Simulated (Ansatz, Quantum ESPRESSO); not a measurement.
# Ag chain with one bond drawn out by 0.3 Å: ballistic transmission, part 2 of 4

How well does the junction conduct in the ballistic limit? It is: Ag chain with one bond drawn out by 0.3 Å.

Quantum ESPRESSO 7.5; plane-wave DFT, PBE, GBRV ultrasoft pseudopotentials; cross-check by Ansatz 0.2.0 with PAW datasets.

So far. Step 2 (SCF with pw.x): The run needed 16 iterations to bring the estimated error under 1e-07 Ry; the largest force on any atom, held or free, is 0.51 eV/Å.

### 3. Transmission with pwcond.x

Level of this step: transmission by pwcond, lead and junction from one cell; plane-wave DFT, PBE, GBRV ultrasoft pseudopotentials (Quantum ESPRESSO).

prefixt takes both regions from one run: the lead from 0 to bdl, the scattering region from bdl to bds (units of alat). ikind = 1 puts the same lead on both sides. The program's T_tot counts both spins in a run without spin; the tables below give T per spin.

cond.in reads:

```
&inputcond
  outdir = './out'
  prefixt = 'scf'
  tran_file = 'cond.dat'
  bdl = 0.7093333333
  bds = 4.2960000000
  ikind = 1
  ewind = 4.0
  epsproj = 1e-05
  nz1 = 7
  energy0 = 2.0
  denergy = -0.1
/
1
  0.00000000 0.00000000 1.00000000
41
```

Run with:

```
> OMP_NUM_THREADS=1 mpirun -n 4 pwcond.x -in cond.in > cond.out
```

Output:

```text
[banner, memory and clock lines left out]
Program PWCOND v.7.5 starts

          URL

     ./out/scf.save/

     IMPORTANT: XC functional enforced from input :
     Exchange-correlation= PBE
                           (   1   4   3   4   0   0   0)
     Any further DFT definition will be discarded
     Please, verify this is what you really want

     negative rho (up, down):  4.882E-03 0.000E+00
     Reading collected, re-writing distributed wavefunctions

===== INPUT FILE containing all the regions =====

     GEOMETRY:

     lattice parameter (alat)  =      14.1729  a.u.
     the volume                =   12230.5127 (a.u.)^3
     the cross section         =     200.8724 (a.u.)^2
     l of the unit cell        =       4.2960 (alat)
     number of atoms/cell      =           12
     number of atomic types    =            1

     crystal axes: (cart. coord. in units of alat)
               a(1) = (  1.0000  0.0000  0.0000 )
               a(2) = (  0.0000  1.0000  0.0000 )
               a(3) = (  0.0000  0.0000  4.2960 )

   Cartesian axes

     site n.     atom                  positions (alat units)
          1        Ag     tau(  1)=(  0.5000  0.5000  4.2960  )
          2        Ag     tau(  2)=(  0.5000  0.5000  0.3547  )
          3        Ag     tau(  3)=(  0.5000  0.5000  0.7093  )
          4        Ag     tau(  4)=(  0.5000  0.5000  1.0640  )
          5        Ag     tau(  5)=(  0.5000  0.5000  1.4187  )
          6        Ag     tau(  6)=(  0.5000  0.5000  1.7733  )
          7        Ag     tau(  7)=(  0.5000  0.5000  2.1680  )
          8        Ag     tau(  8)=(  0.5000  0.5000  2.5227  )
          9        Ag     tau(  9)=(  0.5000  0.5000  2.8773  )
         10        Ag     tau( 10)=(  0.5000  0.5000  3.2320  )
         11        Ag     tau( 11)=(  0.5000  0.5000  3.5867  )
         12        Ag     tau( 12)=(  0.5000  0.5000  3.9413  )

     nr1s                      =           54
     nr2s                      =           54
     nr3s                      =          240
     nr1sx                     =           54
     nr2sx                     =           54
     nr3sx                     =          240
     nr1                       =           60
     nr2                       =           60
     nr3                       =          256
     nr1x                      =           60
     nr2x                      =           60
     nr3x                      =          256

 _______________________________
  Radii of nonlocal spheres:

     type       ibeta     ang. mom.          radius (alat units)
       Ag         1         0                    0.1223
       Ag         2         0                    0.1223
       Ag         3         1                    0.1223
       Ag         4         1                    0.1223
       Ag         5         2                    0.1223
       Ag         6         2                    0.1223
----- General information -----

--- T calc. with identical leads (ikind=1) ---

     nrx                       =           54
     nry                       =           54
     nz1                       =            7

     energy0               =         2.0E+00
     denergy               =        -1.0E-01
     nenergy               =         41
     ecut2d                =         3.4E+01
     ewind                 =         4.0E+00
     epsproj               =         1.0E-05

     number of k_|| points=    1
                       cryst. coord.
        k(    1) = (   0.0000000   0.0000000), wk =   1.0000000
----- Information about left/right lead -----

     nocros                   =           18
     noins                    =           18
     norb                     =           54
     norbf                    =          198
     nrz                      =           40

      iorb      type   ibeta   ang. mom.   m       position (alat)
        1        1       1        0        1   taunew(   1)=(  0.5000  0.5000  0.0000)
        2        1       2        0        1   taunew(   2)=(  0.5000  0.5000  0.0000)
        3        1       3        1        1   taunew(   3)=(  0.5000  0.5000  0.0000)
        4        1       3        1        2   taunew(   4)=(  0.5000  0.5000  0.0000)
        5        1       3        1        3   taunew(   5)=(  0.5000  0.5000  0.0000)
        6        1       4        1        1   taunew(   6)=(  0.5000  0.5000  0.0000)
        7        1       4        1        2   taunew(   7)=(  0.5000  0.5000  0.0000)
        8        1       4        1        3   taunew(   8)=(  0.5000  0.5000  0.0000)
        9        1       5        2        1   taunew(   9)=(  0.5000  0.5000  0.0000)
       10        1       5        2        2   taunew(  10)=(  0.5000  0.5000  0.0000)
       11        1       5        2        3   taunew(  11)=(  0.5000  0.5000  0.0000)
       12        1       5        2        4   taunew(  12)=(  0.5000  0.5000  0.0000)
       13        1       5        2        5   taunew(  13)=(  0.5000  0.5000  0.0000)
       14        1       6        2        1   taunew(  14)=(  0.5000  0.5000  0.0000)
       15        1       6        2        2   taunew(  15)=(  0.5000  0.5000  0.0000)
       16        1       6        2        3   taunew(  16)=(  0.5000  0.5000  0.0000)
       17        1       6        2        4   taunew(  17)=(  0.5000  0.5000  0.0000)
       18        1       6        2        5   taunew(  18)=(  0.5000  0.5000  0.0000)
       19        1       1        0        1   taunew(  19)=(  0.5000  0.5000  0.3547)
       20        1       2        0        1   taunew(  20)=(  0.5000  0.5000  0.3547)
       21        1       3        1        1   taunew(  21)=(  0.5000  0.5000  0.3547)
       22        1       3        1        2   taunew(  22)=(  0.5000  0.5000  0.3547)
       23        1       3        1        3   taunew(  23)=(  0.5000  0.5000  0.3547)
       24        1       4        1        1   taunew(  24)=(  0.5000  0.5000  0.3547)
       25        1       4        1        2   taunew(  25)=(  0.5000  0.5000  0.3547)
       26        1       4        1        3   taunew(  26)=(  0.5000  0.5000  0.3547)
       27        1       5        2        1   taunew(  27)=(  0.5000  0.5000  0.3547)
       28        1       5        2        2   taunew(  28)=(  0.5000  0.5000  0.3547)
       29        1       5        2        3   taunew(  29)=(  0.5000  0.5000  0.3547)
       30        1       5        2        4   taunew(  30)=(  0.5000  0.5000  0.3547)
       31        1       5        2        5   taunew(  31)=(  0.5000  0.5000  0.3547)
       32        1       6        2        1   taunew(  32)=(  0.5000  0.5000  0.3547)
       33        1       6        2        2   taunew(  33)=(  0.5000  0.5000  0.3547)
[...]
173        1       5        2        3   taunew( 173)=(  0.5000  0.5000  3.2320)
      174        1       5        2        4   taunew( 174)=(  0.5000  0.5000  3.2320)
      175        1       5        2        5   taunew( 175)=(  0.5000  0.5000  3.2320)
      176        1       6        2        1   taunew( 176)=(  0.5000  0.5000  3.2320)
      177        1       6        2        2   taunew( 177)=(  0.5000  0.5000  3.2320)
      178        1       6        2        3   taunew( 178)=(  0.5000  0.5000  3.2320)
      179        1       6        2        4   taunew( 179)=(  0.5000  0.5000  3.2320)
      180        1       6        2        5   taunew( 180)=(  0.5000  0.5000  3.2320)
      181        1       1        0        1   taunew( 181)=(  0.5000  0.5000  3.5867)
      182        1       2        0        1   taunew( 182)=(  0.5000  0.5000  3.5867)
      183        1       3        1        1   taunew( 183)=(  0.5000  0.5000  3.5867)
      184        1       3        1        2   taunew( 184)=(  0.5000  0.5000  3.5867)
      185        1       3        1        3   taunew( 185)=(  0.5000  0.5000  3.5867)
      186        1       4        1        1   taunew( 186)=(  0.5000  0.5000  3.5867)
      187        1       4        1        2   taunew( 187)=(  0.5000  0.5000  3.5867)
      188        1       4        1        3   taunew( 188)=(  0.5000  0.5000  3.5867)
      189        1       5        2        1   taunew( 189)=(  0.5000  0.5000  3.5867)
      190        1       5        2        2   taunew( 190)=(  0.5000  0.5000  3.5867)
      191        1       5        2        3   taunew( 191)=(  0.5000  0.5000  3.5867)
      192        1       5        2        4   taunew( 192)=(  0.5000  0.5000  3.5867)
      193        1       5        2        5   taunew( 193)=(  0.5000  0.5000  3.5867)
      194        1       6        2        1   taunew( 194)=(  0.5000  0.5000  3.5867)
      195        1       6        2        2   taunew( 195)=(  0.5000  0.5000  3.5867)
      196        1       6        2        3   taunew( 196)=(  0.5000  0.5000  3.5867)
      197        1       6        2        4   taunew( 197)=(  0.5000  0.5000  3.5867)
      198        1       6        2        5   taunew( 198)=(  0.5000  0.5000  3.5867)
 ngper, shell number =          545          70
 ngper, n2d =          545         171
---  E-Ef =    2.0000000  k =    0.0000000   0.0000000
---  ie =          1  ik =          1
 Nchannels of the left tip =            1
 Right moving states:
   k1(2pi/a)   k2(2pi/a)   E-Ef (eV)
  -0.2246649  -0.0000013   2.0000000
 Left moving states:
   k1(2pi/a)   k2(2pi/a)   E-Ef (eV)
   0.2246649  -0.0000013   2.0000000

 to transmit
 Band j to band i transmissions and reflections:
    j         i     |T_ij|^2    |R_ij|^2

    1 -->     1     0.99274     0.00726
   Total T_j, R_j =    0.99274  0.00726

E-Ef(ev), T(x2 spins) =    2.0000000   1.9854880
---  E-Ef =    1.9000000  k =    0.0000000   0.0000000
---  ie =          2  ik =          1
 Nchannels of the left tip =            1
 Right moving states:
   k1(2pi/a)   k2(2pi/a)   E-Ef (eV)
  -0.2352651  -0.0000013   1.9000000
 Left moving states:
   k1(2pi/a)   k2(2pi/a)   E-Ef (eV)
   0.2352652  -0.0000013   1.9000000

 to transmit
 Band j to band i transmissions and reflections:
    j         i     |T_ij|^2    |R_ij|^2

    1 -->     1     0.99193     0.00807
   Total T_j, R_j =    0.99193  0.00807

E-Ef(ev), T(x2 spins) =    1.9000000   1.9838636
---  E-Ef =    1.8000000  k =    0.0000000   0.0000000
---  ie =          3  ik =          1
 Nchannels of the left tip =            1
 Right moving states:
   k1(2pi/a)   k2(2pi/a)   E-Ef (eV)
  -0.2460250  -0.0000013   1.8000000
 Left moving states:
   k1(2pi/a)   k2(2pi/a)   E-Ef (eV)
   0.2460250  -0.0000013   1.8000000

 to transmit
 Band j to band i transmissions and reflections:
    j         i     |T_ij|^2    |R_ij|^2

    1 -->     1     0.99111     0.00889
   Total T_j, R_j =    0.99111  0.00889

E-Ef(ev), T(x2 spins) =    1.8000000   1.9822154
[... further energies and points left out ...]
---  E-Ef =   -1.8000000  k =    0.0000000   0.0000000
---  ie =         39  ik =          1
 Nchannels of the left tip =            1
 Right moving states:
   k1(2pi/a)   k2(2pi/a)   E-Ef (eV)
  -0.0915300  -0.0000013  -1.8000000
 Left moving states:
   k1(2pi/a)   k2(2pi/a)   E-Ef (eV)
   0.0915301  -0.0000013  -1.8000000

 to transmit
 Band j to band i transmissions and reflections:
    j         i     |T_ij|^2    |R_ij|^2

    1 -->     1     0.37916     0.62084
   Total T_j, R_j =    0.37916  0.62084

E-Ef(ev), T(x2 spins) =   -1.8000000   0.7583183
---  E-Ef =   -1.9000000  k =    0.0000000   0.0000000
---  ie =         40  ik =          1
 Nchannels of the left tip =            1
 Right moving states:
   k1(2pi/a)   k2(2pi/a)   E-Ef (eV)
  -0.1600720  -0.0000013  -1.9000000
 Left moving states:
   k1(2pi/a)   k2(2pi/a)   E-Ef (eV)
   0.1600721  -0.0000013  -1.9000000

 to transmit
 Band j to band i transmissions and reflections:
    j         i     |T_ij|^2    |R_ij|^2

    1 -->     1     0.60950     0.39050
   Total T_j, R_j =    0.60950  0.39050

E-Ef(ev), T(x2 spins) =   -1.9000000   1.2190097
---  E-Ef =   -2.0000000  k =    0.0000000   0.0000000
---  ie =         41  ik =          1
 Nchannels of the left tip =            3
 Right moving states:
   k1(2pi/a)   k2(2pi/a)   E-Ef (eV)
  -0.0968792  -0.0000016  -2.0000000
  -0.0969334  -0.0000016  -2.0000000
  -0.2070384  -0.0000014  -2.0000000
 Left moving states:
   k1(2pi/a)   k2(2pi/a)   E-Ef (eV)
   0.0969334  -0.0000016  -2.0000000
   0.0969334  -0.0000016  -2.0000000
   0.2070385  -0.0000014  -2.0000000

 to transmit
 Band j to band i transmissions and reflections:
    j         i     |T_ij|^2    |R_ij|^2

    1 -->     1     0.42807     0.00067
    1 -->     2     0.00000     0.57126
    1 -->     3     0.00000     0.00000
   Total T_j, R_j =    0.42807  0.57193

    2 -->     1     0.00000     0.57105
    2 -->     2     0.42827     0.00067
    2 -->     3     0.00000     0.00000
   Total T_j, R_j =    0.42827  0.57173

    3 -->     1     0.00000     0.00000
    3 -->     2     0.00000     0.00000
    3 -->     3     0.68185     0.31815
   Total T_j, R_j =    0.68185  0.31815

E-Ef(ev), T(x2 spins) =   -2.0000000   3.0763896
   T_tot     2.00000      0.19855E+01
   T_tot     1.90000      0.19839E+01
   T_tot     1.80000      0.19822E+01
   T_tot     1.70000      0.19805E+01
   T_tot     1.60000      0.19788E+01
   T_tot     1.50000      0.19771E+01
   T_tot     1.40000      0.19754E+01
   T_tot     1.30000      0.19737E+01
   T_tot     1.20000      0.19719E+01
   T_tot     1.10000      0.19702E+01
   T_tot     1.00000      0.19686E+01
   T_tot     0.90000      0.19669E+01
   T_tot     0.80000      0.19653E+01
   T_tot     0.70000      0.19637E+01
   T_tot     0.60000      0.19622E+01
   T_tot     0.50000      0.19607E+01
   T_tot     0.40000      0.19592E+01
   T_tot     0.30000      0.19577E+01
   T_tot     0.20000      0.19563E+01
   T_tot     0.10000      0.19549E+01
   T_tot    -0.00000      0.19474E+01
   T_tot    -0.10000      0.19522E+01
   T_tot    -0.20000      0.19501E+01
   T_tot    -0.30000      0.19466E+01
   T_tot    -0.40000      0.19407E+01
   T_tot    -0.50000      0.19311E+01
   T_tot    -0.60000      0.19162E+01
   T_tot    -0.70000      0.18930E+01
   T_tot    -0.80000      0.18534E+01
   T_tot    -0.90000      0.17745E+01
   T_tot    -1.00000      0.15700E+01
   T_tot    -1.10000      0.34320E+00
   T_tot    -1.20000      0.00000E+00
   T_tot    -1.30000      0.00000E+00
   T_tot    -1.40000      0.00000E+00
   T_tot    -1.50000      0.00000E+00
   T_tot    -1.60000      0.00000E+00
   T_tot    -1.70000      0.00000E+00
   T_tot    -1.80000      0.75832E+00
   T_tot    -1.90000      0.12190E+01
   T_tot    -2.00000      0.30764E+01

Note: The following floating-point exceptions are signalling: IEEE_UNDERFLOW_FLAG
Note: The following floating-point exceptions are signalling: IEEE_UNDERFLOW_FLAG
Note: The following floating-point exceptions are signalling: IEEE_UNDERFLOW_FLAG
Note: The following floating-point exceptions are signalling: IEEE_UNDERFLOW_FLAG
```

Wall time 3.7 min (4 MPI ranks of Arm Neoverse V2, shared host); peak memory 0.5 GiB; 15 min of CPU time.

Numbers from this step:

- lead channels at the Fermi level, one spin: 1
- transmission at the Fermi level, one spin: 0.9737
- conductance: 0.9737 G₀

Per spin. Open channels against energy, zero at the Fermi level:

```csv
energy (eV),open channels
-2.00,3
-1.90,1
-1.80,1
-1.70,0
-1.60,0
-1.50,0
-1.40,0
-1.20,0
-1.10,1
-1.00,1
-0.90,1
-0.80,1
-0.70,1
-0.60,1
-0.50,1
-0.40,1
-0.30,1
-0.20,1
-0.10,1
0.00,1
0.10,1
0.20,1
0.30,1
0.40,1
0.50,1
0.60,1
0.70,1
0.80,1
0.90,1
1.00,1
1.10,1
1.20,1
1.40,1
1.50,1
1.60,1
1.70,1
1.80,1
1.90,1
2.00,1
```

Per spin. Transmission against energy, zero at the Fermi level:

```csv
energy (eV),transmission
-2.00,1.54
-1.90,0.610
-1.80,0.379
-1.70,0
-1.60,0
-1.50,0
-1.40,0
-1.20,0
-1.10,0.172
-1.00,0.785
-0.90,0.887
-0.80,0.927
-0.70,0.946
-0.60,0.958
-0.50,0.966
-0.40,0.970
-0.30,0.973
-0.20,0.975
-0.10,0.976
0.00,0.974
0.10,0.977
0.20,0.978
0.30,0.979
0.40,0.980
0.50,0.980
0.60,0.981
0.70,0.982
0.80,0.983
0.90,0.983
1.00,0.984
1.10,0.985
1.20,0.986
1.40,0.988
1.50,0.989
1.60,0.989
1.70,0.990
1.80,0.991
1.90,0.992
2.00,0.993
```

The program's own clock; routines nest. Time by routine:

```
     routine  wall time (s)  calls
      PWCOND          218.9      1
scatter_forw          178.7     82
      compbs          25.32     41
    compbs_2          21.07     41
       local          10.34      1
        init           0.85      1
       poten           0.09      1
```

At no point does T exceed the number of channels.

(Continued in part 3 of 4.)

[Logs are printed without paths, hosts, clocks, repeated set-up lines and the standing remarks that a program may print on its own settings, such as how far it seeks lower states.]

[Hosts, paths, dates, database ids (printed as entryN), source tags and the programs' standing remarks are cut or masked in the printed files.]

[Maps of the electrostatic potential energy from Ansatz leave out the sawtooth potential of an applied field or a dipole correction, so their vacuum need not be flat; planar profiles and work functions include it.]
